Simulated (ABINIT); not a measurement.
# AlGaN2 (P3m1): G0W0 in ABINIT against the wavefunction cutoff in GW

How does the gap of AlGaN2 (P3m1) converge in the wavefunction cutoff in GW?

Program: ABINIT 10.8.3. Level of theory: LDA and many-body steps on it, plane waves. Results are calculated unless marked as measured.

## 1. Set-up

It takes space group P3m1 (No. 156, trigonal). Conventional cell: a = 3.145 Å, b = 3.145 Å, c = 5.097 Å, α = 90.00°, β = 90.00°, γ = 120.00°. Nearest to Al lie 4 N at 1.89 to 1.90 Å. Ga has 4 N at 1.93 to 1.96 Å nearest. Nearest to N lie 3 Al at 1.90 Å and 1 Ga at 1.96 Å. Nearest to N lie 1 Al at 1.89 Å and 3 Ga at 1.93 Å. Farther neighbours and most contacts between anions are not listed.

The cell and positions are those that the Materials Project relaxed with its own functionals (PBE, PBE+U or r2SCAN), kept fixed.

## 2. Screening, 3×3×2 mesh, 30 bands, screening to 106.1 eV

This step: ABINIT 10.8.3; RPA screening on LDA, plane waves, norm-conserving pseudopotentials.

The RPA dielectric matrix is built and inverted for each q.

run.abi

```
acell 3*1.0 Angstrom
rprim 
  3.145282644058 -0.000000000015 0.000000000000
  -1.572641322016 2.723894671844 0.000000000000
  0.000000000000 0.000000000000 5.096893730000
ntypat 3
znucl 13 31 7
natom 4
typat 1 2 3 3
xred 
  0.000000000000 0.000000000000 0.999263770000
  0.666666666667 0.333333333333 0.497174210000
  0.666666666667 0.333333333333 0.111803640000
  0.000000000000 0.000000000000 0.628158390000
pp_dirpath "pseudos"
pseudos "Al.upf, Ga.upf, N.upf"
ecut 36
ngkpt 3 3 2
nshiftk 1
shiftk 0 0 0
kptopt 1
chksymbreak 0
istwfk *1
occopt 1
irdwfk 1
optdriver 3
nband 30
ecuteps 3.9
inclvkb 2
awtr 1
symchi 1
ecutwfn 10.8
indata_prefix "in"
outdata_prefix "out"
tmpdata_prefix "tmp"
```

Launch:

```console
> OMP_NUM_THREADS=1 mpirun -n 4 abinit run.abi > log
```

Output:

```text
.Version 10.8.3 of ABINIT. v10.8.2 released Aug 2026.

 Symmetries : space group P3 m 1 (#156); Bravais hP (primitive hexag.)
[... echo of the input left out ...]
== DATASET  1 ==================================================================
-   mpi_nproc: 4, omp_nthreads: 1 (-1 if OMP is not activated)

--- !DatasetInfo
iteration_state: {dtset: 1, }
dimensions: {natom: 4, nkpt: 6, mband: 30, nsppol: 1, nspinor: 1, nspden: 1, mpw: 525, }
cutoff_energies: {ecut:  10.8, pawecutdg:  -1.0, }
electrons: {nelect:   2.60000000E+01, charge:   0.00000000E+00, occopt:   1.00000000E+00, tsmear:   1.00000000E-02, }

 SCREENING: Calculation of the susceptibility and dielectric matrices

 Based on a program developped by R.W. Godby, V. Olevano, G. Onida, and L. Reining.
 Incorporated in ABINIT by V. Olevano, G.-M. Rignanese, and M. Torrent.
.Using double precision arithmetic ; gwpc =  8

[... cell and pseudopotentials left out ...]
--------------------------------------------------------------------------------

 ==== K-mesh for the wavefunctions ====
 Number of points in the irreducible wedge :     6
[... list of points left out ...]
 Together with  6 symmetry operations and time-reversal symmetry
 yields    18 points in the full Brillouin Zone.

 ==== Q-mesh for the screening function ====
 Number of points in the irreducible wedge :     6
[... list of points left out ...]
 Together with  6 symmetry operations and time-reversal symmetry
 yields    18 points in the full Brillouin Zone.

 setmesh: FFT mesh size selected  =    15x   15x   24
          total number of points  =         5400

 vcoul_init : cutoff-mode = AUXILIARY_FUNCTION
 q-points for optical limit:   1
     1)      0.000010    0.000020    0.000030

- screening: taking advantage of time-reversal symmetry
- Maximum band index for partially occupied states nbvw = 13
- Remaining bands to be divided among processors   nbcw = 17
- Number of bands treated by each node ~4

 Number of electrons calculated from density =   24.5479; Expected =   26.0000
 average of density, n =  0.083303
 r_s =    1.4204
 omega_plasma =   27.8411 [eV]

 calculating chi0 at frequencies [eV] :
  1    0.000000E+00    0.000000E+00
  2    0.000000E+00    2.784111E+01

--------------------------------------------------------------------------------
  q-point number  1        q = ( 0.000000, 0.000000, 0.000000) [r.l.u.]
--------------------------------------------------------------------------------
[... chi0 elements left out ...]
 For q-point:  0.000010 0.000020 0.000030
  dielectric constant =   6.8302
  dielectric constant without local fields =   7.3458

  Average fulfillment of the sum rule on Im[epsilon] for q-point    1 :     26.20  [%]
[... wings left out ...]
  q-point number  2        q = ( 0.333333, 0.000000, 0.000000) [r.l.u.]
--------------------------------------------------------------------------------
[... chi0 elements left out ...]
  Average fulfillment of the sum rule on Im[epsilon] for q-point    2 :     34.93  [%]

 [... 4 further q-points ...]
```

The job ended after 2.8 s (4 MPI ranks of Arm Neoverse V2, shared host; peak memory 0.07 GiB).

Numbers from this step:

```
ε∞ with local fields, on this mesh, along the program's q direction : 6.830
the same without local fields                                       : 7.346
plasma frequency                                                    : 27.84 eV
plane waves in the screening matrix                                 : 111
```

Local fields lower ε∞ by 7 %. On a Γ-centred mesh this coarse the value itself is usually too large, while a short band sum pulls it down.

## 3. 10.8 Ha

This step: G0W0 on LDA, plane waves, norm-conserving pseudopotentials.

run.abi: that of step 2 with these lines changed.

```diff
@@ -25,8 +25,15 @@
 irdwfk 1
-optdriver 3
+optdriver 4
 nband 30
+gwcalctyp 0
+ecutsigx 10.8
+symsigma 1
+nkptgw 1
+kptgw 
+  0.0000000000 0.0000000000 0.0000000000
+bdgw 
+  12 15
 ecuteps 3.9
-inclvkb 2
-awtr 1
-symchi 1
+irdscr 1
+ppmodel 1
 ecutwfn 10.8
```

Output:

```text
.Version 10.8.3 of ABINIT. v10.8.2 released Aug 2026.

 Symmetries : space group P3 m 1 (#156); Bravais hP (primitive hexag.)
[... echo of the input left out ...]
== DATASET  1 ==================================================================
-   mpi_nproc: 4, omp_nthreads: 1 (-1 if OMP is not activated)

--- !DatasetInfo
iteration_state: {dtset: 1, }
dimensions: {natom: 4, nkpt: 6, mband: 30, nsppol: 1, nspinor: 1, nspden: 1, mpw: 525, }
cutoff_energies: {ecut:  10.8, pawecutdg:  -1.0, }
electrons: {nelect:   2.60000000E+01, charge:   0.00000000E+00, occopt:   1.00000000E+00, tsmear:   1.00000000E-02, }

 SIGMA: Calculation of the GW corrections

 Based on a program developped by R.W. Godby, V. Olevano, G. Onida, and L. Reining.
 Incorporated in ABINIT by V. Olevano, G.-M. Rignanese, and M. Torrent.
.Using double precision arithmetic ; gwpc =  8

[... cell and pseudopotentials left out ...]
--------------------------------------------------------------------------------

 ==== K-mesh for the wavefunctions ====
 Number of points in the irreducible wedge :     6
[... list of points left out ...]
 Together with  6 symmetry operations and time-reversal symmetry
 yields    18 points in the full Brillouin Zone.

 ==== Q-mesh for screening function ====
 Number of points in the irreducible wedge :     6
[... list of points left out ...]
 Together with  6 symmetry operations and time-reversal symmetry
 yields    18 points in the full Brillouin Zone.

 vcoul_init : cutoff-mode = AUXILIARY_FUNCTION
 q-points for optical limit:   1
     1)      0.000010    0.000020    0.000030
 setmesh: FFT mesh size selected  =    15x   15x   30
          total number of points  =         6750

 Number of electrons calculated from density =   24.5479; Expected =   26.0000
 average of density, n =  0.083303
 r_s =    1.4204
 omega_plasma =   27.8411 [eV]

 === KS Band Gaps ===
  >>>> For spin  1
   Minimum direct gap =   2.9210 [eV], located at k-point      :   0.0000  0.0000  0.0000
   Fundamental gap    =   2.9210 [eV], Top of valence bands at :   0.0000  0.0000  0.0000
                                       Bottom of conduction at :   0.0000  0.0000  0.0000
 SIGMA fundamental parameters:
 PLASMON POLE MODEL  1
 number of plane-waves for SigmaX                  525
 number of plane-waves for SigmaC and W            111
 number of plane-waves for wavefunctions           525
 number of bands                                    30
 number of independent spin polarizations            1
 number of spinorial components                      1
 number of k-points in IBZ                           6
 number of q-points in IBZ                           6
 number of symmetry operations                       6
 number of k-points in BZ                           18
 number of q-points in BZ                           18
 number of frequencies for dSigma/dE                 9
 frequency step for dSigma/dE [eV]                0.25
 number of omega for Sigma on real axis              0
 max omega for Sigma on real axis  [eV]           0.00
 zcut for avoiding poles [eV]                     0.10

 EPSILON^-1 parameters (SCR file):
 dimension of the eps^-1 matrix on file            111
 dimension of the eps^-1 matrix used               111
 number of plane-waves for wavefunctions           525
 number of bands                                    30
 number of q-points in IBZ                           6
 number of frequencies                               2
 number of real frequencies                          1
 number of imag frequencies                          1

 matrix elements of self-energy operator (all in [eV])

 Perturbative Calculation

--- !SelfEnergy_ee
iteration_state: {dtset: 1, }
kpoint     : [   0.000,    0.000,    0.000, ]
spin       : 1
KS_gap     :    2.921
QP_gap     :    3.741
Delta_QP_KS:    0.820
data: !SigmaeeData |
     Band     E0 <VxcDFT>   SigX SigC(E0)      Z dSigC/dE  Sig(E)    E-E0       E
       12   5.381 -17.092 -20.144   3.995   0.800  -0.249 -16.338   0.755   6.136
       13   5.381 -17.092 -20.144   3.995   0.800  -0.249 -16.338   0.755   6.136
       14   8.302 -13.926  -8.943  -3.061   0.820  -0.220 -12.351   1.575   9.877
       15  10.864 -12.188  -6.600  -3.513   0.831  -0.204 -10.464   1.724  12.588

== END DATASET(S) ==============================================================
================================================================================

 -outvars: echo values of variables after computation  --------
           etotal      0.0000000000E+00
            nband          30
             nkpt           6
          spgroup         156
 [... the other variables as echoed above ...]

 Calculation completed.
```

It took 2.4 s on 4 MPI ranks; peak memory 0.07 GiB.

Numbers from this step:

```yaml
g0w0_gap_on_the_points_computed: 3.741 eV
starting_gap_on_the_mesh: 2.921 eV
k_of_the_valence_top: 0, 0, 0
k_of_the_conduction_bottom: 0, 0, 0
z_at_the_valence_top: 0.8
z_at_the_conduction_bottom: 0.82
least_direct_g0w0_gap_on_the_computed_points: 3.741 eV
```

## 4. Screening, 3×3×2 mesh, 30 bands, screening to 106.1 eV

This step: RPA screening on LDA, plane waves, norm-conserving pseudopotentials.

run.abi: that of step 3 with these lines changed.

```diff
@@ -25,16 +25,9 @@
 irdwfk 1
-optdriver 4
+optdriver 3
 nband 30
-gwcalctyp 0
-ecutsigx 10.8
-symsigma 1
-nkptgw 1
-kptgw 
-  0.0000000000 0.0000000000 0.0000000000
-bdgw 
-  12 15
 ecuteps 3.9
-irdscr 1
-ppmodel 1
-ecutwfn 10.8
+inclvkb 2
+awtr 1
+symchi 1
+ecutwfn 18
 indata_prefix "in"
```

Output:

```text
.Version 10.8.3 of ABINIT. v10.8.2 released Aug 2026.

 Symmetries : space group P3 m 1 (#156); Bravais hP (primitive hexag.)
[... echo of the input left out ...]
== DATASET  1 ==================================================================
-   mpi_nproc: 4, omp_nthreads: 1 (-1 if OMP is not activated)

--- !DatasetInfo
iteration_state: {dtset: 1, }
dimensions: {natom: 4, nkpt: 6, mband: 30, nsppol: 1, nspinor: 1, nspden: 1, mpw: 1099, }
cutoff_energies: {ecut:  18.0, pawecutdg:  -1.0, }
electrons: {nelect:   2.60000000E+01, charge:   0.00000000E+00, occopt:   1.00000000E+00, tsmear:   1.00000000E-02, }

 SCREENING: Calculation of the susceptibility and dielectric matrices

 Based on a program developped by R.W. Godby, V. Olevano, G. Onida, and L. Reining.
 Incorporated in ABINIT by V. Olevano, G.-M. Rignanese, and M. Torrent.
.Using double precision arithmetic ; gwpc =  8

[... cell and pseudopotentials left out ...]
--------------------------------------------------------------------------------

 ==== K-mesh for the wavefunctions ====
 Number of points in the irreducible wedge :     6
[... list of points left out ...]
 Together with  6 symmetry operations and time-reversal symmetry
 yields    18 points in the full Brillouin Zone.

 ==== Q-mesh for the screening function ====
 Number of points in the irreducible wedge :     6
[... list of points left out ...]
 Together with  6 symmetry operations and time-reversal symmetry
 yields    18 points in the full Brillouin Zone.

 setmesh: FFT mesh size selected  =    15x   15x   27
          total number of points  =         6075

 vcoul_init : cutoff-mode = AUXILIARY_FUNCTION
 q-points for optical limit:   1
     1)      0.000010    0.000020    0.000030

- screening: taking advantage of time-reversal symmetry
- Maximum band index for partially occupied states nbvw = 13
- Remaining bands to be divided among processors   nbcw = 17
- Number of bands treated by each node ~4

 Number of electrons calculated from density =   25.8405; Expected =   26.0000
 average of density, n =  0.087690
 r_s =    1.3963
 omega_plasma =   28.5647 [eV]

 calculating chi0 at frequencies [eV] :
  1    0.000000E+00    0.000000E+00
  2    0.000000E+00    2.856473E+01

--------------------------------------------------------------------------------
  q-point number  1        q = ( 0.000000, 0.000000, 0.000000) [r.l.u.]
--------------------------------------------------------------------------------
[... chi0 elements left out ...]
 For q-point:  0.000010 0.000020 0.000030
  dielectric constant =   6.5540
  dielectric constant without local fields =   7.0524

  Average fulfillment of the sum rule on Im[epsilon] for q-point    1 :     25.36  [%]
[... wings left out ...]
  q-point number  2        q = ( 0.333333, 0.000000, 0.000000) [r.l.u.]
--------------------------------------------------------------------------------
[... chi0 elements left out ...]
  Average fulfillment of the sum rule on Im[epsilon] for q-point    2 :     33.47  [%]

 [... 4 further q-points ...]
```

Elapsed: 3 s, on 4 MPI ranks; peak memory 0.07 GiB.

Numbers from this step:

```
ε∞ with local fields, on this mesh, along the program's q direction : 6.554
the same without local fields                                       : 7.052
plasma frequency                                                    : 28.56 eV
plane waves in the screening matrix                                 : 111
```

## 5. 18 Ha

The self-energy is evaluated for the states that the input lists, and the levels follow from it, in one-shot runs by the linearised quasiparticle equation.

This step: G0W0 on LDA, plane waves, norm-conserving pseudopotentials.

run.abi: that of step 4 with these lines changed.

```diff
@@ -25,8 +25,15 @@
 irdwfk 1
-optdriver 3
+optdriver 4
 nband 30
+gwcalctyp 0
+ecutsigx 18
+symsigma 1
+nkptgw 1
+kptgw 
+  0.0000000000 0.0000000000 0.0000000000
+bdgw 
+  12 15
 ecuteps 3.9
-inclvkb 2
-awtr 1
-symchi 1
+irdscr 1
+ppmodel 1
 ecutwfn 18
```

Output:

```text
.Version 10.8.3 of ABINIT. v10.8.2 released Aug 2026.

 Symmetries : space group P3 m 1 (#156); Bravais hP (primitive hexag.)
[... echo of the input left out ...]
== DATASET  1 ==================================================================
-   mpi_nproc: 4, omp_nthreads: 1 (-1 if OMP is not activated)

--- !DatasetInfo
iteration_state: {dtset: 1, }
dimensions: {natom: 4, nkpt: 6, mband: 30, nsppol: 1, nspinor: 1, nspden: 1, mpw: 1099, }
cutoff_energies: {ecut:  18.0, pawecutdg:  -1.0, }
electrons: {nelect:   2.60000000E+01, charge:   0.00000000E+00, occopt:   1.00000000E+00, tsmear:   1.00000000E-02, }

 SIGMA: Calculation of the GW corrections

 Based on a program developped by R.W. Godby, V. Olevano, G. Onida, and L. Reining.
 Incorporated in ABINIT by V. Olevano, G.-M. Rignanese, and M. Torrent.
.Using double precision arithmetic ; gwpc =  8

[... cell and pseudopotentials left out ...]
--------------------------------------------------------------------------------

 ==== K-mesh for the wavefunctions ====
 Number of points in the irreducible wedge :     6
[... list of points left out ...]
 Together with  6 symmetry operations and time-reversal symmetry
 yields    18 points in the full Brillouin Zone.

 ==== Q-mesh for screening function ====
 Number of points in the irreducible wedge :     6
[... list of points left out ...]
 Together with  6 symmetry operations and time-reversal symmetry
 yields    18 points in the full Brillouin Zone.

 vcoul_init : cutoff-mode = AUXILIARY_FUNCTION
 q-points for optical limit:   1
     1)      0.000010    0.000020    0.000030
 setmesh: FFT mesh size selected  =    20x   20x   40
          total number of points  =        16000

 Number of electrons calculated from density =   25.8405; Expected =   26.0000
[...]
number of k-points in IBZ                           6
 number of q-points in IBZ                           6
 number of symmetry operations                       6
 number of k-points in BZ                           18
 number of q-points in BZ                           18
 number of frequencies for dSigma/dE                 9
 frequency step for dSigma/dE [eV]                0.25
 number of omega for Sigma on real axis              0
 max omega for Sigma on real axis  [eV]           0.00
 zcut for avoiding poles [eV]                     0.10

 EPSILON^-1 parameters (SCR file):
 dimension of the eps^-1 matrix on file            111
 dimension of the eps^-1 matrix used               111
 number of plane-waves for wavefunctions          1099
 number of bands                                    30
 number of q-points in IBZ                           6
 number of frequencies                               2
 number of real frequencies                          1
 number of imag frequencies                          1

 matrix elements of self-energy operator (all in [eV])

 Perturbative Calculation

--- !SelfEnergy_ee
iteration_state: {dtset: 1, }
kpoint     : [   0.000,    0.000,    0.000, ]
spin       : 1
KS_gap     :    2.921
QP_gap     :    3.774
Delta_QP_KS:    0.853
data: !SigmaeeData |
     Band     E0 <VxcDFT>   SigX SigC(E0)      Z dSigC/dE  Sig(E)    E-E0       E
       12   5.381 -17.702 -20.977   4.084   0.796  -0.256 -17.058   0.644   6.025
       13   5.381 -17.702 -20.977   4.084   0.796  -0.256 -17.058   0.644   6.025
       14   8.302 -13.897  -9.016  -3.052   0.819  -0.221 -12.399   1.498   9.800
       15  10.864 -12.197  -6.691  -3.507   0.831  -0.204 -10.537   1.661  12.525

== END DATASET(S) ==============================================================
================================================================================

 -outvars: echo values of variables after computation  --------
           etotal      0.0000000000E+00
            nband          30
             nkpt           6
          spgroup         156
 [... the other variables as echoed above ...]

 Calculation completed.
```

Wall time 2.5 s (4 MPI ranks); peak memory 0.07 GiB.

Numbers from this step:

```yaml
g0w0_gap_on_the_points_computed: 3.775 eV
starting_gap_on_the_mesh: 2.921 eV
k_of_the_valence_top: 0, 0, 0
k_of_the_conduction_bottom: 0, 0, 0
z_at_the_valence_top: 0.796
z_at_the_conduction_bottom: 0.819
least_direct_g0w0_gap_on_the_computed_points: 3.775 eV
```

The gap on the mesh goes from 2.92 eV to 3.78 eV, a correction of +0.85 eV.

## 6. Screening, 3×3×2 mesh, 30 bands, screening to 106.1 eV

This step: RPA screening on LDA, plane waves, norm-conserving pseudopotentials.

run.abi: that of step 5 with these lines changed.

```diff
@@ -25,16 +25,9 @@
 irdwfk 1
-optdriver 4
+optdriver 3
 nband 30
-gwcalctyp 0
-ecutsigx 18
-symsigma 1
-nkptgw 1
-kptgw 
-  0.0000000000 0.0000000000 0.0000000000
-bdgw 
-  12 15
 ecuteps 3.9
-irdscr 1
-ppmodel 1
-ecutwfn 18
+inclvkb 2
+awtr 1
+symchi 1
+ecutwfn 27
 indata_prefix "in"
```

Output:

```text
.Version 10.8.3 of ABINIT. v10.8.2 released Aug 2026.

 Symmetries : space group P3 m 1 (#156); Bravais hP (primitive hexag.)
[... echo of the input left out ...]
== DATASET  1 ==================================================================
-   mpi_nproc: 4, omp_nthreads: 1 (-1 if OMP is not activated)

--- !DatasetInfo
iteration_state: {dtset: 1, }
dimensions: {natom: 4, nkpt: 6, mband: 30, nsppol: 1, nspinor: 1, nspden: 1, mpw: 1992, }
cutoff_energies: {ecut:  27.0, pawecutdg:  -1.0, }
[...]
--------------------------------------------------------------------------------
[... chi0 elements left out ...]
 For q-point:  0.000010 0.000020 0.000030
  dielectric constant =   6.4406
  dielectric constant without local fields =   6.9299

  Average fulfillment of the sum rule on Im[epsilon] for q-point    1 :     25.35  [%]
[... wings left out ...]
  q-point number  2        q = ( 0.333333, 0.000000, 0.000000) [r.l.u.]
--------------------------------------------------------------------------------
[... chi0 elements left out ...]
  Average fulfillment of the sum rule on Im[epsilon] for q-point    2 :     33.43  [%]

 [... 4 further q-points ...]
```

Run time: 3.4 s. Hardware: 4 MPI ranks; peak memory 0.35 GiB.

This step gave:

```yaml
eps_infinity_with_local_fields_on_this_mesh_along_the_program_s_q_direction: 6.441
the_same_without_local_fields: 6.930
plasma_frequency: 28.65 eV
plane_waves_in_the_screening_matrix: 111
```

(Continued in part 2 of 2.)

[Paths, hosts, dates, memory and timing lines, banners, echoed tables and standing remarks are left out of the program output.]

[Logs are printed without paths, hosts, clocks, repeated set-up lines and the standing remarks that a program may print on its own settings, such as how far it seeks lower states.]

[Runs of the session that timed out or met a known fault of the program may be left out.]

[Hosts, paths, dates, database ids (printed as entryN), source tags and the programs' standing remarks are cut or masked in the printed files.]

[G0W0 gaps are taken among the corrected bands and points alone; a level outside them can change the order at an edge.]

[Where Ansatz stands beside ABINIT at settings called matched, ABINIT's density can come from a denser mesh and the files from another edition; pairs whose starting gaps differed by over 0.03 eV were left out, so agreement reads better than it is.]
